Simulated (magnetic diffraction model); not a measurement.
## Yb2HoTiCo2Si6: what an assumed order does to the neutron pattern

Space group Amm2 (no. 38), a = 4.0900 Å, b = 4.0680 Å, c = 24.7430 Å.

```csv
site,atom,x,y,z
2b,Yb,1/2,1/2,0.0371
2b,Yb,1/2,1/2,0.4010
2a,Ho,0,0,0.2194
2a,Co,0,0,0.0906
2a,Co,0,0,0.3473
2a,Ti,0,1/2,0.3074
2b,Si,1/2,0,0.3075
2b,Si,1/2,1/2,0.2049
2a,Si,0,1/2,0.4963
2b,Si,1/2,0,0.1293
2a,Si,0,0,0.4398
2a,Si,0,1/2,0.1301
```

The compound is invented for this exercise: a known structure type with other elements, its cell scaled to their sizes and not relaxed.

Only Yb, Ho and Co are taken to order (form factors of Yb3+, Ho3+ and Co2+); orders and moment sizes are assumed, and not adapted to the symmetry. Radiation: neutrons of λ = 1.909 Å, 5° to 45°; isotropic B of 0.35 Å² (Yb), 0.29 Å² (Ho), 0.56 Å² (Co), 0.55 Å² (Ti) and 0.49 Å² (Si). The intensities are simulated: I ∝ L Σ (|F_N|² + |F_M⊥|²) for unpolarised neutrons, with F_M = 2.695 fm/μB × Σ f(s) S exp(2πi Q·r) exp(−B s²) at Q = H ± k (one set where k and −k are equivalent), only the part normal to Q counting and L = 1/(sin²θ cos θ). For collinear order S is the moment m, which repeats by lattice and centring translations R with the sign exp(−2πi k·R). Form factors are spin-only for 3d ions and dipole or tabulated for f ions, scattering lengths are Sears's of 1992, and absorption is left out. A label names one of the reflections at its angle. The strongest nuclear line in the range is 100, and lines under 0.2 are left out.

Assume the order k = (0 0 0), collinear moments along [111], 2.2 μB on Yb, 7.7 μB on Ho and 1.98 μB on Co; signs + at (1/2, 1/2, 0.0371), − at (1/2, 1/2, 0.4010), − at (0, 0, 0.2194), − at (0, 0, 0.0906), + at (0, 0, 0.3473).

Q: Where does magnetic intensity appear, and how strong is it?

```csv
2θ (°),index,nuclear,magnetic
8.85,(0 0 2),100.0,17.7
17.75,(0 0 4),14.7,5.4
26.77,(0 0 6),37.4,3.0
26.99,(1 0 0),20.9,33.2
27.51,(0 1 1),7.4,109.0
28.46,(1 0 2),18.6,97.7
30.33,(0 1 3),63.4,42.8
32.49,(1 0 4),25.9,43.8
35.37,(0 1 5),47.0,33.1
35.95,(0 0 8),5.0,0.9
38.38,(1 0 6),15.3,16.5
38.92,(1 1 1),72.1,60.9
41.05,(1 1 3),63.8,56.2
41.92,(0 1 7),0.4,12.6
```

The strongest magnetic line in the range is (0 1 1) at 27.51° (109.0). On top of the Lorentz factor, which all lines share, magnetic lines fade with angle because f falls: for Yb3+ it is 0.97, 0.88, 0.76 and 0.51 at sin θ/λ = 0.1, 0.2, 0.3 and 0.5 Å⁻¹, while nuclear lengths stay constant. The net moment is 7.70 μB a primitive cell.

[Logs are printed without paths, hosts, clocks, repeated set-up lines and the standing remarks that a program may print on its own settings, such as how far it seeks lower states.]
